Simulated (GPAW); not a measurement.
# Dielectric function and optical constants of Ti2B, part 2 of 2

Aim: the dielectric function of Ti2B, and the optical constants that follow from it.

GPAW 26.7.0; DFT, PBE, plane-wave PAW (GPAW data sets), scalar-relativistic, RPA, optical limit.

So far. Step 2 (Ground state): There are states at the Fermi level within the smearing, so the occupations stay smeared and the carriers get a Drude term.

## Step 4: Dielectric function, RPA

Local fields let the induced charge screen the field inside the cell, which as a rule lowers ε, most along directions where the density is uneven.

This step: DFT, PBE, plane-wave PAW (GPAW data sets), scalar-relativistic, RPA, optical limit (GPAW 26.7.0).

df.py

```python
from gpaw.response.df import DielectricFunction

df = DielectricFunction('full.gpw', frequencies={'type': 'nonlinear', 'domega0': 0.03, 'omega2': 8},
                        ecut=50,
                        eta=0.05,
                        nbands=61,
                        rate=0.03,
                        txt='df.txt')
for direction in ['x', 'z']:
    df.get_dielectric_function(xc='RPA', direction=direction, filename=f'df_{direction}.csv')
```

Started as:

```sh
$ OMP_NUM_THREADS=1 python df.py
```

Log:

```text
Using integrator: PointIntegrator
NonLinearFrequencyDescriptor(from 0.000 to 78.754 eV, 518 points)
Nonperiodic BCs:  [False False False]
Using integrator: PointIntegrator
NonLinearFrequencyDescriptor(from 0.000 to 78.754 eV, 518 points)
Nonperiodic BCs:  [False False False]
Using integrator: PointIntegrator

Calculating chi0 body with:
    Ground state adapter containing:
    Number of spins: 1
    Number of kpoints: 1000
    Number of irreducible kpoints: 144
    Number of completely occupied states: 22
    Number of partially occupied states: 30

    Linear response parametrization:
    q_c: [0.0, 0.0, 0.0]
    Number of frequency points: 518
    Planewave cutoff: 50.0
    Number of bands: 61
    Number of planewaves: 71
    Broadening (eta): 0.05

Integrating chi0 body.

Symmetries of q_c:
    Direct symmetries (Uq -> q): 8
    Indirect symmetries (TUq -> q): 0
In total 8 allowed symmetries.

144 groups of equivalent kpoints. 85.6% reduction.

Integral kind: spectral function

Calculating chi0 optical extensions with:
    Ground state adapter containing:
    Number of spins: 1
    Number of kpoints: 1000
    Number of irreducible kpoints: 144
    Number of completely occupied states: 22
    Number of partially occupied states: 30

    Linear response parametrization:
    Number of frequency points: 518
    Planewave cutoff: 50.0
    Number of bands: 61
    Number of planewaves: 71
    Broadening (eta): 0.05
Integrating chi0 head and wings.

Symmetries of q_c:
    Direct symmetries (Uq -> q): 8
    Indirect symmetries (TUq -> q): 0
In total 8 allowed symmetries.

144 groups of equivalent kpoints. 85.6% reduction.

Integral kind: spectral function wings

Calculating drude chi0 with:
    Number of frequency points:518
    Plasma frequency decay rate: 0.03 eV

    Ground state adapter containing:
    Number of spins: 1
    Number of kpoints: 1000
    Number of irreducible kpoints: 144
    Number of completely occupied states: 22
    Number of partially occupied states: 30

Symmetries of q_c:
    Direct symmetries (Uq -> q): 8
    Indirect symmetries (TUq -> q): 0
In total 8 allowed symmetries.

144 groups of equivalent kpoints. 85.6% reduction.

Integral kind: intraband
Plasma frequency:
[[3.53+0.j 0.  -0.j 0.  -0.j]
 [0.  +0.j 3.53+0.j 0.  +0.j]
 [0.  -0.j 0.  +0.j 4.95-0.j]]
```

Elapsed: 89 s, on 1 thread of Arm Neoverse V2, shared host; peak memory 0.39 GiB.

This step gave:

* centre of weight of the strongest loss peak in the window: 20.12 eV

Some rows of df_x.csv (energy; Re and Im without local fields; Re and Im with them):

```text
0.000000, 14169.842124, 0.000000, 14167.220893, 0.000000
0.555532, -36.315156, 68.419769, -36.105757, 67.913601
1.143969, -4.463736, 19.749274, -5.139388, 19.176896
1.768324, 2.055480, 16.452707, 2.033164, 15.768526
2.431988, 2.222057, 14.568632, 2.580433, 14.211429
3.138794, 1.158450, 11.694938, 1.320432, 11.597968
3.893091, 1.309512, 11.084228, 1.743617, 11.184871
4.699832, -0.488383, 11.586807, -0.225175, 12.094958
5.564682, -1.503017, 9.971252, -1.688545, 9.856798
6.494155, -3.137801, 4.601402, -3.135147, 4.597677
7.495775, -1.425906, 4.191486, -1.860310, 4.249225
8.578281, -2.344475, 2.918756, -2.228579, 2.906144
9.751884, 0.450407, 2.968749, 0.569544, 3.081892
11.028587, -0.845319, 2.684365, -0.871493, 2.700820
12.422601, -1.325613, 1.757989, -1.380812, 1.769070
13.950874, -0.832900, 1.428324, -0.765164, 1.476848
15.633783, -0.839137, 1.025949, -0.699021, 1.068364
17.496047, -0.321995, 0.447805, -0.432039, 0.514341
19.567954, 0.056257, 0.307409, -0.010573, 0.325040
21.887015, 0.328803, 0.112816, 0.307687, 0.169835
24.500258, 0.631990, 0.073220, 0.404465, 0.093739
```

The Im ε has structure finer than the step of the table below, so its rows give means over 0.5 eV, whole bins alone (the curve runs from 0.305 to 25.0 eV). Peaks (eV: height): E ∥ x 0.52: 72.5; E ∥ z 1.77: 18.5, 4.42: 13.0, 5.97: 11.5.

Sum at mesh points, not converged in k. Table of Im ε by photon energy; means over each step:

| photon energy (eV) | E ∥ x | E ∥ z |
| --- | --- | --- |
| 1.0 | 25.4 | 19.9 |
| 1.5 | 17.4 | 12.6 |
| 2.0 | 16.2 | 13.8 |
| 2.5 | 14.2 | 12.7 |
| 3.0 | 11.9 | 11.4 |
| 3.5 | 11.7 | 10.1 |
| 4.0 | 11.5 | 11.4 |
| 4.5 | 11.0 | 11.8 |
| 5.0 | 10.1 | 10.1 |
| 5.5 | 10.1 | 7.08 |
| 6.0 | 7.62 | 9.50 |
| 6.5 | 4.77 | 7.50 |
| 7.0 | 4.49 | 7.22 |
| 7.5 | 4.11 | 5.24 |
| 8.0 | 4.15 | 3.58 |
| 8.5 | 3.08 | 2.34 |
| 9.0 | 1.97 | 1.88 |
| 9.5 | 2.17 | 2.27 |
| 10.0 | 3.30 | 3.13 |
| 10.5 | 2.92 | 2.63 |
| 11.0 | 2.77 | 2.26 |
| 11.5 | 2.81 | 2.33 |
| 12.0 | 2.64 | 2.09 |
| 12.5 | 1.85 | 1.84 |
| 13.0 | 1.68 | 1.54 |
| 13.5 | 1.54 | 1.38 |
| 14.0 | 1.47 | 1.28 |
| 14.5 | 1.32 | 1.35 |
| 15.0 | 1.17 | 1.04 |
| 15.5 | 1.10 | 0.737 |
| 16.0 | 0.933 | 0.633 |
| 16.5 | 0.699 | 0.549 |
| 17.0 | 0.573 | 0.509 |
| 17.5 | 0.524 | 0.547 |
| 18.0 | 0.406 | 0.473 |
| 18.5 | 0.372 | 0.267 |
| 19.0 | 0.319 | 0.270 |
| 19.5 | 0.312 | 0.284 |
| 20.0 | 0.280 | 0.269 |
| 20.5 | 0.231 | 0.235 |
| 21.0 | 0.199 | 0.199 |
| 21.5 | 0.176 | 0.145 |
| 22.0 | 0.188 | 0.133 |
| 22.5 | 0.249 | 0.127 |
| 23.0 | 0.296 | 0.0852 |
| 23.5 | 0.185 | 0.0681 |
| 24.0 | 0.117 | 0.0631 |
| 24.5 | 0.0978 | 0.0540 |

Values under 1 per cm are given as 1; sum at mesh points, not converged in k. Absorption coefficient against photon energy:

| photon energy (eV) | E ∥ x (1/cm) | E ∥ z (1/cm) |
| --- | --- | --- |
| 1.01 | 4.4e5 | 5.5e5 |
| 1.99 | 5.2e5 | 5.4e5 |
| 3.02 | 7.1e5 | 7.0e5 |
| 3.98 | 9.3e5 | 8.9e5 |
| 4.98 | 1.2e6 | 1.3e6 |
| 6.02 | 1.5e6 | 1.6e6 |
| 6.99 | 1.3e6 | 1.7e6 |
| 8.03 | 1.5e6 | 1.6e6 |
| 9.02 | 1.2e6 | 1.3e6 |
| 10.03 | 1.4e6 | 1.5e6 |
| 11.03 | 1.5e6 | 1.5e6 |
| 12.02 | 1.8e6 | 1.6e6 |
| 13.00 | 1.7e6 | 1.6e6 |
| 14.04 | 1.6e6 | 1.6e6 |
| 14.96 | 1.6e6 | 1.8e6 |
| 16.03 | 1.7e6 | 1.5e6 |
| 16.96 | 1.4e6 | 1.2e6 |
| 18.05 | 1.2e6 | 1.3e6 |
| 18.97 | 8.5e5 | 7.9e5 |
| 20.06 | 6.9e5 | 6.8e5 |
| 20.95 | 4.7e5 | 5.0e5 |
| 22.02 | 3.4e5 | 2.7e5 |
| 23.01 | 6.1e5 | 1.9e5 |
| 24.04 | 2.2e5 | 1.2e5 |

The loss function −Im 1/ε at q → 0 has structure finer than the step of the table below, so its rows give means over 1 eV, whole bins alone (the curve runs from 0.305 to 25.0 eV). Peaks (eV: height): E ∥ x 20.6: 4.27, 23.3: 2.01; E ∥ z 17.4: 1.74, 19.8: 4.02, 20.7: 4.39.

Sum at mesh points, not converged in k. Table of loss function −Im 1/ε at q → 0 by energy loss; means over each step:

| energy loss (eV) | E ∥ x | E ∥ z |
| --- | --- | --- |
| 1 | 0.0365 | 0.0273 |
| 2 | 0.0604 | 0.0735 |
| 3 | 0.0798 | 0.0882 |
| 4 | 0.0878 | 0.0846 |
| 5 | 0.0943 | 0.101 |
| 6 | 0.106 | 0.117 |
| 7 | 0.183 | 0.116 |
| 8 | 0.203 | 0.139 |
| 9 | 0.355 | 0.323 |
| 10 | 0.333 | 0.308 |
| 11 | 0.332 | 0.347 |
| 12 | 0.318 | 0.362 |
| 13 | 0.438 | 0.431 |
| 14 | 0.515 | 0.540 |
| 15 | 0.598 | 0.509 |
| 16 | 0.659 | 0.786 |
| 17 | 0.971 | 1.31 |
| 18 | 1.59 | 1.44 |
| 19 | 2.73 | 3.26 |
| 20 | 3.52 | 3.65 |
| 21 | 3.11 | 3.70 |
| 22 | 1.42 | 1.83 |
| 23 | 1.59 | 0.836 |
| 24 | 0.952 | 0.341 |

Sum at mesh points, not converged in k. Table of Im ε, E ∥ x by photon energy; read off at these points:

| photon energy (eV) | without local fields | with local fields |
| --- | --- | --- |
| 0.5 | 70.5 | 69.5 |
| 1.0 | 24.6 | 24.4 |
| 2.0 | 16.9 | 16.2 |
| 3.0 | 12.8 | 12.7 |
| 4.0 | 11.8 | 12.0 |
| 5.0 | 9.42 | 9.87 |
| 6.0 | 7.74 | 7.62 |
| 7.0 | 4.50 | 4.58 |
| 8.0 | 4.79 | 4.20 |
| 9.0 | 2.08 | 2.03 |
| 10.0 | 3.21 | 3.32 |
| 11.0 | 2.76 | 2.79 |
| 12.0 | 2.72 | 2.73 |
| 13.0 | 1.73 | 1.71 |
| 14.0 | 1.46 | 1.52 |
| 15.0 | 1.17 | 1.19 |
| 16.0 | 0.799 | 0.973 |
| 17.0 | 0.469 | 0.552 |
| 18.0 | 0.386 | 0.425 |
| 19.0 | 0.289 | 0.313 |
| 20.0 | 0.243 | 0.274 |
| 21.0 | 0.180 | 0.201 |
| 22.0 | 0.114 | 0.183 |
| 23.0 | 0.0625 | 0.312 |
| 24.0 | 0.0573 | 0.112 |

The reflectivity at normal incidence has structure finer than the step of the table below, so its rows give means over 0.5 eV, whole bins alone (the curve runs from 0.305 to 25.0 eV). Peaks (eV: height): E ∥ x 6.23: 56.2, 8.70: 49.8, 12.34: 44.8, 16.13: 45.0; E ∥ z 4.93: 50.3, 8.33: 59.2, 13.00: 43.0, 16.03: 52.2, 18.27: 52.9.

Sum at mesh points, not converged in k. Reflectivity at normal incidence against photon energy; means over each step:

| photon energy (eV) | E ∥ x (%) | E ∥ z (%) |
| --- | --- | --- |
| 1.0 | 64.6 | 79.7 |
| 1.5 | 50.0 | 53.7 |
| 2.0 | 47.6 | 48.2 |
| 2.5 | 46.2 | 44.0 |
| 3.0 | 42.3 | 42.8 |
| 3.5 | 41.4 | 38.3 |
| 4.0 | 43.0 | 41.0 |
| 4.5 | 42.2 | 44.4 |
| 5.0 | 44.9 | 47.7 |
| 5.5 | 47.1 | 39.9 |
| 6.0 | 53.0 | 43.9 |
| 6.5 | 49.6 | 45.9 |
| 7.0 | 43.2 | 48.8 |
| 7.5 | 39.7 | 55.5 |
| 8.0 | 41.4 | 55.1 |
| 8.5 | 46.8 | 57.3 |
| 9.0 | 39.2 | 44.5 |
| 9.5 | 22.1 | 26.2 |
| 10.0 | 27.1 | 35.3 |
| 10.5 | 31.3 | 37.0 |
| 11.0 | 29.4 | 35.7 |
| 11.5 | 32.6 | 35.2 |
| 12.0 | 36.4 | 36.2 |
| 12.5 | 40.0 | 38.8 |
| 13.0 | 38.5 | 40.8 |
| 13.5 | 33.9 | 38.2 |
| 14.0 | 35.4 | 36.2 |
| 14.5 | 35.0 | 35.9 |
| 15.0 | 36.6 | 46.0 |
| 15.5 | 35.6 | 45.8 |
| 16.0 | 41.1 | 46.9 |
| 16.5 | 42.7 | 42.2 |
| 17.0 | 42.0 | 39.4 |
| 17.5 | 41.1 | 31.7 |
| 18.0 | 40.8 | 42.4 |
| 18.5 | 36.3 | 45.3 |
| 19.0 | 32.2 | 32.4 |
| 19.5 | 27.3 | 26.9 |
| 20.0 | 24.2 | 22.6 |
| 20.5 | 22.3 | 23.0 |
| 21.0 | 15.8 | 18.7 |
| 21.5 | 11.8 | 16.1 |
| 22.0 | 7.43 | 11.1 |
| 22.5 | 6.16 | 9.51 |
| 23.0 | 8.20 | 7.61 |
| 23.5 | 9.56 | 5.64 |
| 24.0 | 6.52 | 4.31 |
| 24.5 | 4.92 | 3.53 |

At chosen wavelengths:

| wavelength (nm) | n x | k x | R (%) x | 1/α x | n z | k z | R (%) z | 1/α z |
| --- | --- | --- | --- | --- | --- | --- | --- | --- |
| 1064 | 2.74 | 3.449 | 57.7 | 25 nm | 1.70 | 4.324 | 73.8 | 20 nm |
| 800 | 3.28 | 2.608 | 47.8 | 24 nm | 2.31 | 2.672 | 48.9 | 24 nm |
| 633 | 3.10 | 2.627 | 47.7 | 19 nm | 2.42 | 2.798 | 50.4 | 18 nm |
| 532 | 2.92 | 2.573 | 46.9 | 16 nm | 2.83 | 2.398 | 44.6 | 18 nm |
| 405 | 2.67 | 2.355 | 43.8 | 14 nm | 2.50 | 2.306 | 43.1 | 14 nm |
| 308 | 2.56 | 2.338 | 43.5 | 10 nm | 2.60 | 2.148 | 40.8 | 11 nm |
| 193 | 1.10 | 2.162 | 51.6 | 7.1 nm | 1.59 | 2.267 | 46.3 | 6.8 nm |

A polished face would reflect 46 % of daylight and look light grey (CIE x = 0.319, y = 0.333 under D65).

## Step 5: What came out

* centre of weight of the strongest loss peak in the window, first axis: 20.1 eV

In words: At this level (PBE, RPA) Ti2B is a metal. The mesh is too coarse to trust the carriers' weight, the reflectivity or the colour to better than tens of per cent. A polished face would reflect 46 % of daylight and look light grey (CIE x = 0.319, y = 0.333 under D65). The carriers' damping of 0.03 eV is typed, not computed; it shapes the response at the lowest energies. In this version of GPAW the matrix elements of the optical limit are incomplete, which can lower ε − 1 by up to a tenth where first-row anions or d states rule, and shift it by more in d metals. GPAW's carrier term has the form −ωp²/(ω + i·rate)², which damps like twice the rate and fails at low energy, so the curves leave the lowest energies out. The sum runs over mesh points 0.17 Å⁻¹ apart with no interpolation, so peaks are partly noise of the mesh, and the Drude plasma energy, a sum over the Fermi surface, isn't converged.

[Machine, clock and banner lines and Python warnings are left out of the logs.]

[Logs are printed without paths, hosts, clocks, repeated set-up lines and the standing remarks that a program may print on its own settings, such as how far it seeks lower states.]

[Hosts, paths, dates, database ids (printed as entryN), source tags and the programs' standing remarks are cut or masked in the printed files.]
